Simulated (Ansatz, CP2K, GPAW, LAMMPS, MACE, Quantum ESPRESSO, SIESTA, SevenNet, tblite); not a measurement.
**A faulty SIESTA run on amorphous carbon (64 atoms)**

Program: SIESTA 5.4.2, a calculation on a cell of 64 C, 6.83 Å³ an atom.

File input.fdf:

```
SystemLabel cell
NumberOfAtoms 64
NumberOfSpecies 1
%block ChemicalSpeciesLabel
  1 6 C
%endblock ChemicalSpeciesLabel
LatticeConstant 1.0 Ang
%block LatticeVectors
  7.59030 0.00000 0.00000
  0.00000 7.59030 0.00000
  0.00000 0.00000 7.59030
%endblock LatticeVectors
PAO.BasisSize QZ3P
PAO.EnergyShift 0.01 Ry
XC.Functional GGA
XC.Authors PBE
MeshCutoff 300 Ry
%block kgrid_Monkhorst_Pack
  1 0 0 0.0
  0 1 0 0.0
  0 0 1 0.0
%endblock kgrid_Monkhorst_Pack
SolutionMethod diagon
OccupationFunction FD
ElectronicTemperature 580 K
SCF.Mixer.Method Pulay
SCF.Mixer.Weight 0.05
SCF.Mixer.History 8
SCF.Mix Hamiltonian
MaxSCFIterations 60
SCF.DM.Tolerance 1e-04
SCF.H.Tolerance 1.0e-3 eV
WriteForces T
Write.HirshfeldPop T
Write.VoronoiPop T
Write.DM F
Write.H F
XML.Write F
AtomicCoordinatesFormat Fractional
%block AtomicCoordinatesAndAtomicSpecies
  0.83466 0.91928 0.71452 1
  0.87226 0.18332 0.50226 1
  0.52196 0.75401 0.63807 1
  0.39522 0.23812 0.98117 1
  0.61259 0.65078 0.94456 1
  0.20368 0.46720 0.17574 1
  0.84238 0.67247 0.51879 1
  0.74571 0.09433 0.10113 1
  0.36756 0.24992 0.78106 1
  0.53495 0.35500 0.07354 1
[... 50 atom lines left out ...]
  0.03179 0.37764 0.08749 1
  0.26817 0.93123 0.03505 1
  0.86460 0.13074 0.70983 1
  0.69157 0.23326 0.73773 1
%endblock AtomicCoordinatesAndAtomicSpecies
```

Started as:

```sh
$ OMP_NUM_THREADS=1 mpirun -np 2 siesta < input.fdf > output.txt
```

The program printed:

```text
Version         : 5.4.2
reinit: System Name:
reinit: System Label: cell
initatom: Reading input for the pseudopotentials and atomic orbitals ----------
Species number:   1 Atomic number:    6 Label: C
size_name: Incorrect basis-size option specified, active options are:
  SZ or MINIMAL
  SZP, SZSP, SZ1P, SZP1
  DZ
  DZP, DZSP, DZP1, DZ1P or STANDARD
  DZDP, DZP2, DZ2P
  TZ
  TZP, TZSP, TZP1, TZ1P
  TZDP, TZP2, TZ2P
  TZTP, TZP3, TZ3P
stopping program
stopping program
Stopping Program from Node:    0
Stopping Program from Node:    0
```

Wall time 0.49 s (2 MPI ranks of Arm Neoverse V1, shared host); peak memory 0.18 GiB.

Banners, paths, timers and routine set-up lines are dropped from the logs unmarked, and long logs keep their key lines alone; longer cuts are marked.

Q: Find the fault and mend it.

An unknown basis size: basis QZ3P. The sound run has basis DZP.

The program stopped at the start.

[Also dropped from logs without a mark: logging warnings of Python, and SIESTA's first energy breakdown and zero terms.]

[Logs are printed without paths, hosts, clocks, repeated set-up lines and the standing remarks that a program may print on its own settings, such as how far it seeks lower states.]

[Hosts, paths, dates, database ids (printed as entryN), source tags and the programs' standing remarks are cut or masked in the printed files.]
